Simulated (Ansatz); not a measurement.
# K2MgS2 (model structure): optical spectrum from first principles

Wanted: where K2MgS2 (model structure) starts to absorb, how strongly, and its refractive index. The cell was made here by substitution or stacking, whether or not such a phase is known. It was built so: All Ni replaced by Mg and O replaced by S in the I4/mmm structure of K2NiO2.

Program: Ansatz 0.2.0. Level of theory: DFT, PBE, plane-wave PAW, default files, scalar-relativistic, independent-particle optical response without local fields. Results are calculated unless marked as measured.

**1. The structure**

Symmetry: I4/mmm, No. 139, tetragonal system. The conventional cell has a = 4.463 Å, b = 4.463 Å, c = 14.497 Å, α = 90.00°, β = 90.00°, γ = 90.00°. Nearest to K lie 5 S at 3.06 to 3.18 Å. S has 1 Mg at 1.90 Å and 5 K at 3.06 to 3.18 Å nearest. Nearest to Mg lie 2 S at 1.90 Å. All Ni replaced by Mg and O replaced by S in the I4/mmm structure of K2NiO2. Farther neighbours and most contacts between anions are not listed.

**2. Relaxation**

Spectra hang on bond lengths, so the cell is first brought to its minimum.

This step: DFT, PBE, plane-wave PAW, default files, scalar-relativistic, relaxation (Ansatz 0.2.0).

Input file input.yaml:

```yaml
crystal:
  lattice:
    - [-2.23166012, 2.23166012, 7.24826586]
    - [2.23166012, -2.23166012, 7.24826586]
    - [2.23166012, 2.23166012, -7.24826586]
  atoms:
    - { symbol: K, position: [0.3426, 0.3426, 0.0] }
    - { symbol: K, position: [0.6574, 0.6574, 0.0] }
    - { symbol: S, position: [0.1314, 0.1314, 0.0] }
    - { symbol: S, position: [0.8686, 0.8686, 0.0] }
    - { symbol: Mg, position: [0.0, 0.0, 0.0] }
kpoints:
  mp_grid: { grid: [7, 7, 7] }
scf:
  occupations: { method: fermi_dirac, width: 0.05 }
hamiltonian:
  xc: pbe
  pseudopotentials: { kind: paw }
output:
  forces: true
  stress: true
relax:
  f_tol: 0.02
  max_steps: 50
  cell: {}
```

The run is started by

```console
ansatz run input.yaml --threads 4 --pin off --max-ram 8192MiB --backend cpu --events-out ev --progress --plain --runs-dir out
```

Numbers of over 12 decimals in the logs are rounded to 6 here.

What it wrote:

```text
basis.fft_grid_basis auto: the FFT boxes are laid along the combinations [[1, 0, 1], [0, 1, 1], [0, 0, 1]] of the cell's own vectors, 4.463, 4.463 and 7.906 Å long. The dense box has 30×30×54 points. Along the cell's own vectors, as sized, it would have 54×54×54, 3.24 times as many. Of the 16 symmetry operations that the crystal satisfies within crystal.symmetry.tolerance (time reversal apart; of a slab, those that k [...]
Engine: ansatz 0.2.0, x86_64-unknown-linux-gnu
Pseudopotentials: kind: paw
Pseudopotential: K, paw, valence charge 9, recommended cutoff 420 eV (normal), K.paw.azcp
Pseudopotential: S, paw, valence charge 6, recommended cutoff 420 eV (normal), S.paw.azcp
Pseudopotential: Mg, paw, valence charge 10, recommended cutoff 420 eV (normal), Mg.paw.azcp
Functional definition: PBE
  parameter kappa = 0.804
  parameter beta = 0.066725
  exchange = pbe_x(kappa = kappa, mu = beta*pi^2/3)
  correlation = pbe_c(beta = beta)
Crystal: 5 atoms, lattice volume = 144.394 Å³
Basis set: ecut = 420 eV, 2825 PW (Γ), FFT grids on a1+a3, a2+a3, a3, exchange–correlation on 60×60×108 points (8 copies of the dense FFT grid, shifted against one another)
Bands: 25, of which v1, the nominal top of the filled ones, is band 20 counted from 1 (19 counted from 0)
Symmetry: 16 space group operations
Space group: I4/mmm (ITA 139), of the structure as read, at distance tolerance 5.2e-5 Å
k-points: 40 of 343
Non-local potential: K, projectors of the file, l = 0: 3, l = 1: 2, l = 2: 2
Non-local potential: S, projectors of the file, l = 0: 2, l = 1: 2, l = 2: 2
Non-local potential: Mg, projectors of the file, l = 0: 3, l = 1: 2, l = 2: 1
PAW form: soft (Blöchl's): semilocal exchange-correlation on the pseudo side does not see the compensation charge
PAW one-centre angular grid: K, 110 points (default); XC on 64 Gauss nodes
PAW one-centre angular grid: S, 110 points (default); XC on 64 Gauss nodes
PAW one-centre angular grid: Mg, 110 points (default); XC on 64 Gauss nodes
Initial density: superposition of atomic densities (neutral atoms: chi_scale 0, normalization atom), corrected by the library's trained network
Initial wavefunctions: pseudopotential atomic-orbital guess
Functional: x = pbe(κ = 0.804, μ = 0.219515), c = pbe(β = 0.066725)
SCF iter   1: F=—  HF=-6806.296811 eV  |F-HF|=—  |Δ(HF+E_count)|=         —  Δρ=1.48e-3  dr2=6.49e-3  ethr=1.77e-3  ⟨swp⟩=8.0  Hψ=5514  notcnv=0
preconditioner: auto → Resta (q_TF=auto, 2.203 Å⁻¹)  ε∞=2.7  [insulator: Δε(μ)=2.238 eV  Ē_g=12.416 eV  σ=0.050 eV  W_gap=1.00  n_scr=32 (ndim 8)  ℏωp=16.4 eV  f_vac=0.073  D(μ)=0.00/eV (n_scr^D=0)  ε∞_Penn≈2.7]
SCF iter   2: F=—  HF=-6806.294906 eV  |F-HF|=—  |Δ(HF+E_count)|=   1.90e-3  Δρ=7.48e-4  dr2=1.30e-3  ethr=1.62e-5  ⟨swp⟩=2.0  Hψ=1731  notcnv=0  defer=8
SCF iter   3: F=—  HF=-6806.295444 eV  |F-HF|=—  |Δ(HF+E_count)|=   5.38e-4  Δρ=2.64e-4  dr2=2.75e-4  ethr=3.24e-6  ⟨swp⟩=2.0  Hψ=1359  notcnv=0  defer=8
SCF iter   4: F=—  HF=-6806.295698 eV  |F-HF|=—  |Δ(HF+E_count)|=   2.54e-4  Δρ=9.00e-5  dr2=2.09e-5  ethr=6.88e-7  ⟨swp⟩=2.0  Hψ=1289  notcnv=0  defer=8
SCF iter   5: F=—  HF=-6806.295934 eV  |F-HF|=—  |Δ(HF+E_count)|=   2.35e-4  Δρ=2.17e-5  dr2=5.91e-7  ethr=5.21e-8  ⟨swp⟩=2.1  Hψ=1570  notcnv=0  defer=8
SCF iter   6: F=-6806.295934 eV  HF=-6806.295934 eV  |F-HF|=1.76e-7  |Δ(HF+E_count)|=   6.96e-7  Δρ=6.60e-6  dr2=9.32e-8  ethr=2.50e-10  ⟨swp⟩=5.0  Hψ=3939  notcnv=0
SCF 1 converged in 6 iterations: F = -6806.295934 eV  dr2 = 9.32e-8
  greatest PAW one-centre occupation: 1.001 electrons in one spin orbital (limit 2), on the Mg atom at site 4 (counted from 0), in its partial waves of l = 1
relax step   1: F+E_penalty+E_count = -6806.29593447 eV  Δ(F+E_penalty+E_count) = +0.000e0 eV  max|allowed force component| = 7.477e0 eV/Å  Δτ_max = 0.0000 Å  P = +13.046 GPa  Ω = 144.394 Å³  (6 SCF iters, dr2 threshold 1.00e-7 eV, accepted)
Crystal: 5 atoms, lattice volume = 154.337 Å³
Basis set: ecut = 420 eV, 3033 PW (Γ), FFT grids on a1+a3, a2+a3, a3, exchange–correlation on 60×60×108 points (8 copies of the dense FFT grid, shifted against one another)
Initial density: handed on by an earlier stage of this run
Initial wavefunctions: those handed on with the density
iter 1 solved again at ethr=4.06e-4 eV; its pass at ethr=3.10e-3 eV (dr2=1.62e-1 eV) is discarded
SCF iter   1: F=—  HF=-6808.400773 eV  |F-HF|=—  |Δ(HF+E_count)|=         —  Δρ=7.83e-3  dr2=1.63e-1  ethr=4.06e-4  ⟨swp⟩=1.2  Hψ=6242  notcnv=0
preconditioner: auto → Resta (q_TF=auto, 2.178 Å⁻¹)  ε∞=2.7  [insulator: Δε(μ)=1.731 eV  Ē_g=12.077 eV  σ=0.050 eV  W_gap=1.00  n_scr=32 (ndim 8)  ℏωp=15.8 eV  f_vac=0.113  D(μ)=0.00/eV (n_scr^D=0)  ε∞_Penn≈2.7]
SCF iter   2: F=—  HF=-6808.349402 eV  |F-HF|=—  |Δ(HF+E_count)|=   5.14e-2  Δρ=3.48e-3  dr2=2.47e-2  ethr=4.06e-4  ⟨swp⟩=2.4  Hψ=1455  notcnv=0
SCF iter   3: F=—  HF=-6808.341701 eV  |F-HF|=—  |Δ(HF+E_count)|=   7.70e-3  Δρ=8.05e-4  dr2=1.38e-3  ethr=6.18e-5  ⟨swp⟩=2.1  Hψ=1567  notcnv=0
SCF iter   4: F=—  HF=-6808.342126 eV  |F-HF|=—  |Δ(HF+E_count)|=   4.25e-4  Δρ=2.54e-4  dr2=2.97e-4  ethr=3.45e-6  ⟨swp⟩=2.0  Hψ=1544  notcnv=0
SCF iter   5: F=—  HF=-6808.342230 eV  |F-HF|=—  |Δ(HF+E_count)|=   1.04e-4  Δρ=1.17e-4  dr2=3.30e-5  ethr=7.43e-7  ⟨swp⟩=2.0  Hψ=1323  notcnv=0
SCF iter   6: F=—  HF=-6808.342290 eV  |F-HF|=—  |Δ(HF+E_count)|=   6.03e-5  Δρ=3.08e-5  dr2=2.19e-6  ethr=8.25e-8  ⟨swp⟩=2.0  Hψ=1554  notcnv=0
SCF iter   7: F=-6808.342294 eV  HF=-6808.342294 eV  |F-HF|=4.38e-7  |Δ(HF+E_count)|=   3.41e-6  Δρ=1.05e-5  dr2=2.41e-7  ethr=1.25e-9  ⟨swp⟩=5.0  Hψ=3523  notcnv=0
SCF 2 converged in 7 iterations: F = -6808.342294 eV  dr2 = 2.41e-7
  greatest PAW one-centre occupation: 1.000 electrons in one spin orbital (limit 2), on the Mg atom at site 4 (counted from 0), in its partial waves of l = 1
relax step   2: F+E_penalty+E_count = -6808.34229424 eV  Δ(F+E_penalty+E_count) = -2.046e0 eV  max|allowed force component| = 1.038e0 eV/Å  Δτ_max = 0.1430 Å  P = +3.909 GPa  Ω = 154.337 Å³  energy of the carried Pulay correction = -2.314e-4 eV  (7 SCF iters, dr2 threshold 5.00e-7 eV, accepted)
Crystal: 5 atoms, lattice volume = 165.582 Å³
Basis set: ecut = 420 eV, 3219 PW (Γ), FFT grids on a1+a3, a2+a3, a3, exchange–correlation on 60×60×108 points (8 copies of the dense FFT grid, shifted against one another)
iter 1 solved again at ethr=2.89e-4 eV; its pass at ethr=3.10e-3 eV (dr2=1.16e-1 eV) is discarded
SCF iter   1: F=—  HF=-6808.629169 eV  |F-HF|=—  |Δ(HF+E_count)|=         —  Δρ=6.02e-3  dr2=1.19e-1  ethr=2.89e-4  ⟨swp⟩=1.2  Hψ=5913  notcnv=0
preconditioner: auto → Resta (q_TF=auto, 2.153 Å⁻¹)  ε∞=2.6  [insulator: Δε(μ)=1.748 eV  Ē_g=11.981 eV  σ=0.050 eV  W_gap=1.00  n_scr=32 (ndim 8)  ℏωp=15.3 eV  f_vac=0.126  D(μ)=0.00/eV (n_scr^D=0)  ε∞_Penn≈2.6]
SCF iter   2: F=—  HF=-6808.597405 eV  |F-HF|=—  |Δ(HF+E_count)|=   3.18e-2  Δρ=1.99e-3  dr2=8.25e-3  ethr=2.89e-4  ⟨swp⟩=2.5  Hψ=1787  notcnv=0
SCF iter   3: F=—  HF=-6808.596791 eV  |F-HF|=—  |Δ(HF+E_count)|=   6.14e-4  Δρ=8.99e-4  dr2=1.50e-3  ethr=2.06e-5  ⟨swp⟩=2.1  Hψ=1686  notcnv=0
SCF iter   4: F=—  HF=-6808.597649 eV  |F-HF|=—  |Δ(HF+E_count)|=   8.58e-4  Δρ=2.35e-4  dr2=2.70e-4  ethr=3.76e-6  ⟨swp⟩=2.0  Hψ=1426  notcnv=0
SCF iter   5: F=—  HF=-6808.598100 eV  |F-HF|=—  |Δ(HF+E_count)|=   4.50e-4  Δρ=8.12e-5  dr2=2.01e-5  ethr=6.75e-7  ⟨swp⟩=2.0  Hψ=1253  notcnv=0
SCF iter   6: F=—  HF=-6808.598151 eV  |F-HF|=—  |Δ(HF+E_count)|=   5.13e-5  Δρ=1.53e-5  dr2=1.01e-6  ethr=5.02e-8  ⟨swp⟩=2.0  Hψ=1568  notcnv=0
SCF iter   7: F=-6808.598153 eV  HF=-6808.598153 eV  |F-HF|=1.10e-7  |Δ(HF+E_count)|=   1.74e-6  Δρ=6.30e-6  dr2=9.00e-8  ethr=1.25e-9  ⟨swp⟩=5.0  Hψ=3508  notcnv=0
SCF 3 converged in 7 iterations: F = -6808.598153 eV  dr2 = 9.00e-8
relax step   3: F+E_penalty+E_count = -6808.59815275 eV  Δ(F+E_penalty+E_count) = -2.559e-1 eV  max|allowed force component| = 4.297e-1 eV/Å  Δτ_max = 0.1142 Å  P = +1.566 GPa  Ω = 165.582 Å³  energy of the carried Pulay correction = -4.753e-4 eV  (7 SCF iters, dr2 threshold 5.00e-7 eV, accepted)
[...]
relax step   4: F+E_penalty+E_count = -6808.65891672 eV  Δ(F+E_penalty+E_count) = -6.076e-2 eV  max|allowed force component| = 1.028e-1 eV/Å  Δτ_max = 0.0353 Å  P = +0.245 GPa  Ω = 173.065 Å³  energy of the carried Pulay correction = -6.282e-4 eV  (7 SCF iters, dr2 threshold 5.00e-7 eV, accepted)
[...]
relax step   5: F+E_penalty+E_count = -6808.66196312 eV  Δ(F+E_penalty+E_count) = -3.046e-3 eV  max|allowed force component| = 1.347e-2 eV/Å  Δτ_max = 0.0058 Å  P = +0.010 GPa  Ω = 174.090 Å³  energy of the carried Pulay correction = -6.486e-4 eV  (5 SCF iters, dr2 threshold 5.00e-7 eV, accepted)
[...]
relax step   6: F+E_penalty+E_count = -6808.66217946 eV  Δ(F+E_penalty+E_count) = -2.163e-4 eV  max|allowed force component| = 2.971e-3 eV/Å  Δτ_max = 0.0021 Å  P = -0.012 GPa  Ω = 173.975 Å³  energy of the carried Pulay correction = -6.463e-4 eV  (5 SCF iters, dr2 threshold 4.47e-8 eV, accepted)
[...]
relax step   7: F+E_penalty+E_count = -6808.66523078 eV  Δ(F+E_penalty+E_count) = -3.051e-3 eV  max|allowed force component| = 3.967e-3 eV/Å  Δτ_max = 0.0000 Å  P = +0.021 GPa  Ω = 173.975 Å³  stress off target by 7.36e-2 GPa  SCF on the basis re-selected at this cell (its energy is not comparable with the rows above)  (6 SCF iters)
[...]
relax step   8: F+E_penalty+E_count = -6808.66526774 eV  Δ(F+E_penalty+E_count) = -3.697e-5 eV  max|allowed force component| = 2.087e-2 eV/Å  Δτ_max = 0.0058 Å  P = +0.002 GPa  Ω = 174.247 Å³  energy of the carried Pulay correction = -2.937e-6 eV  (5 SCF iters, dr2 threshold 1.36e-8 eV, accepted)
[...]
relax step   9: F+E_penalty+E_count = -6808.66532126 eV  Δ(F+E_penalty+E_count) = -5.352e-5 eV  max|allowed force component| = 4.505e-4 eV/Å  Δτ_max = 0.0026 Å  P = +0.002 GPa  Ω = 174.086 Å³  energy of the carried Pulay correction = -1.272e-6 eV  (4 SCF iters, dr2 threshold 2.72e-8 eV, accepted)
iter 1 solved again at ethr=2.23e-7 eV; its pass at ethr=3.10e-3 eV (dr2=8.91e-5 eV) is discarded
SCF iter   1: F=—  HF=-6808.665554 eV  |F-HF|=—  |Δ(HF+E_count)|=         —  Δρ=4.85e-6  dr2=1.62e-8  ethr=2.23e-7  ⟨swp⟩=3.1  Hψ=8028  notcnv=0
eigensolver tolerance schedule: the retry pair's looser diagonalisation over-reported the residual by 5494.06 of it (diagonalisation noise at 0.65 of the residual, at the tolerance the schedule requests for it); recorded, not acted on — ethr = c·dr2/N_el stays at c = 1.0e-1
preconditioner: auto → Resta (q_TF=auto, 2.135 Å⁻¹)  ε∞=2.6  [insulator: Δε(μ)=1.578 eV  Ē_g=11.859 eV  σ=0.050 eV  W_gap=1.00  n_scr=32 (ndim 8)  ℏωp=14.9 eV  f_vac=0.124  D(μ)=0.00/eV (n_scr^D=0)  ε∞_Penn≈2.6]
SCF iter   2: F=—  HF=-6808.665322 eV  |F-HF|=—  |Δ(HF+E_count)|=   2.33e-4  Δρ=2.36e-6  dr2=6.45e-9  ethr=4.06e-11  ⟨swp⟩=3.0  Hψ=2312  notcnv=0
SCF iter   3: F=—  HF=-6808.665322 eV  |F-HF|=—  |Δ(HF+E_count)|=   3.68e-7  Δρ=1.18e-6  dr2=2.16e-9  ethr=1.61e-11  ⟨swp⟩=2.0  Hψ=1127  notcnv=0
SCF iter   4: F=—  HF=-6808.665322 eV  |F-HF|=—  |Δ(HF+E_count)|=   8.59e-8  Δρ=2.56e-7  dr2=8.10e-11  ethr=5.41e-12  ⟨swp⟩=2.0  Hψ=1560  notcnv=0
SCF iter   5: F=-6808.665322 eV  HF=-6808.665322 eV  |F-HF|=9.82e-11  |Δ(HF+E_count)|=   3.40e-9  Δρ=7.78e-8  dr2=1.66e-11  ethr=1.00e-12  ⟨swp⟩=4.8  Hψ=3500  notcnv=0
SCF 10 converged in 5 iterations: F = -6808.665322 eV  dr2 = 1.66e-11
relax step  10: F+E_penalty+E_count = -6808.66532220 eV  Δ(F+E_penalty+E_count) = -9.331e-7 eV  max|allowed force component| = 4.468e-4 eV/Å  Δτ_max = 0.0000 Å  P = +0.001 GPa  Ω = 174.086 Å³  stress off target by 1.62e-3 GPa  SCF on the basis re-selected at this cell (its energy is not comparable with the rows above)  (5 SCF iters)
basis re-selected at this cell: Δ(F+E_penalty+E_count) = -9.331e-7 eV, ΔP = -0.000 GPa vs the last step (what re-selecting the basis moved, of the pressure what is left beyond the Pulay correction that the steps carried, after the strain that the cell walked since its last selection, with what the two solves' SCF thresholds leave and, on support functions, any second-order correction that the steps lacked; it is no m [...]
SCF converged after 5 iterations
Free energy (F): -6808.665322 eV
Harris-Foulkes:  -6808.665322 eV  (|F-HF|=9.82e-11)
Internal energy: -6808.665322 eV  (E = F + TS)
E sigma→0 (E₀):  -6808.665322 eV
Fermi energy:    2.611167 eV
--- Per-component energies (eV) ---
  E_band       = -645.209663
  E_kinetic    = 796.673870
  E_local      = -3534.019252  (includes V_loc(G=0)·N_el)
  E_nonlocal   = 177.625039
  E_hartree    = 1275.949497
  E_xc         = -493.886461
  E_vxc        = -542.306778  (∫ρ·V_xc dr)
  E_paw        = -3056.403990  (= ΣΔE_a)
  E_vpaw       = -95.081464  (= ΣTr[D̂ρ^β])
  E_aug_tail   = -0.000007  (compensation charges beyond the density's cutoff)
  E_ewald      = -1974.604018
  E_smearing   = -0.000000  (= −TS)
  E_closure    = 0.000000  (closes the sum)
  Σ components = -6808.665322   (vs F -6808.665322, Δ=0.00e0)
--- Forces (eV/Å), atoms counted from 1 ---
  atom   1  K      0.00000000    -0.00000000    -0.00044682
  atom   2  K     -0.00000000    -0.00000000     0.00044682
  atom   3  S      0.00000000    -0.00000000     0.00022532
  atom   4  S     -0.00000000     0.00000000    -0.00022532
  atom   5  Mg     0.00000000     0.00000000     0.00000000
  max |Σ_I F_I| component: 1.36e-18 eV/Å
--- Stress (GPa, compression-positive) ---
        0.001617      -0.000000       0.000000
       -0.000000       0.001617      -0.000000
        0.000000      -0.000000       0.001213
  P = ⅓ Tr σ = 0.0015 GPa (0.015 kbar)
--- Relaxed structure (8 steps of the walk, 8 accepted, 2 SCFs on fresh bases) ---
  F+E_penalty+E_count = -6808.66532220 eV   max|allowed force component| = 4.468e-4 eV/Å   (the final SCF, on the basis selected at the relaxed cell)
  cell:  # Å, volume = 174.0860 Å³
    - [-2.291758, 2.291758, 8.286405]
    - [2.291758, -2.291758, 8.286405]
    - [2.291758, 2.291758, -8.286405]
  atoms:
    - { symbol: K, position: [0.331350, 0.331350, 0] }
    - { symbol: K, position: [0.668650, 0.668650, 0] }
    - { symbol: S, position: [0.136301, 0.136301, 0] }
    - { symbol: S, position: [0.863699, 0.863699, 0] }
    - { symbol: Mg, position: [0, 0, 0] }
```

The job ended after 15 s (4 threads of AMD EPYC 7R43, shared host; peak memory 0.57 GiB; 51 s of CPU time).

The steps of the relaxation:

| step | energy less that of the first step (eV) | largest force component (eV/Å) | pressure (GPa) | volume (Å³) |
| --- | --- | --- | --- | --- |
| 1 | 0.0000 | 7.4775 | 13.05 | 144.39 |
| 2 | -2.0464 | 1.0379 | 3.91 | 154.34 |
| 3 | -2.3022 | 0.4297 | 1.57 | 165.58 |
| 4 | -2.3630 | 0.1028 | 0.25 | 173.06 |
| 5 | -2.3660 | 0.0135 | 0.01 | 174.09 |
| 6 | -2.3662 | 0.0030 | -0.01 | 173.97 |
| 7* | -2.3693 | 0.0040 | 0.02 | 173.97 |
| 8 | -2.3693 | 0.0209 | 0.00 | 174.25 |
| 9 | -2.3694 | 0.0005 | 0.00 | 174.09 |
| 10* | -2.3694 | 0.0004 | 0.00 | 174.09 |

Relaxation steps marked * repeat the geometry before them on a plane-wave basis chosen anew for their cell, so energy and pressure can jump there.

The run keeps the 16 symmetry operations that it works with, so distortions that break them were not tested.

| cell as run | before | after | change |
| --- | --- | --- | --- |
| a (Å) | 7.906 | 8.898 | +12.5 % |
| b (Å) | 7.906 | 8.898 | +12.5 % |
| c (Å) | 7.906 | 8.898 | +12.5 % |
| α (°) | 147.21 | 150.15 | +2.0 % |
| β (°) | 147.21 | 150.15 | +2.0 % |
| γ (°) | 47.06 | 42.72 | -9.2 % |
| volume (Å³/atom) | 28.88 | 34.82 | +20.6 % |

The atoms that moved most (Å, as changes of fractional coordinates times the final cell):

| atom | dx | dy | dz | length |
| --- | --- | --- | --- | --- |
| K2 | 0.000 | 0.000 | 0.186 | 0.186 |
| K1 | 0.000 | 0.000 | -0.186 | 0.186 |
| S3 | 0.000 | 0.000 | 0.081 | 0.081 |
| S4 | 0.000 | 0.000 | -0.081 | 0.081 |

The relaxed structure:

```xyz
5
Lattice="-2.2918 2.2918 8.2864 2.2918 -2.2918 8.2864 2.2918 2.2918 -8.2864" Properties=species:S:1:pos:R:3 pbc="T T T"
K     0.0000    0.0000    5.4914
K     0.0000    0.0000   11.0814
S     0.0000    0.0000    2.2589
S     0.0000    0.0000   14.3139
Mg    0.0000    0.0000    0.0000
```

The relaxation ends with a largest force component of 4.5e-4 eV/Å and a pressure of 0.00 GPa.

[end of part 1 of 3]

[Logs are printed without paths, hosts, clocks, repeated set-up lines and the standing remarks that a program may print on its own settings, such as how far it seeks lower states.]

[Hosts, paths, dates, database ids (printed as entryN), source tags and the programs' standing remarks are cut or masked in the printed files.]
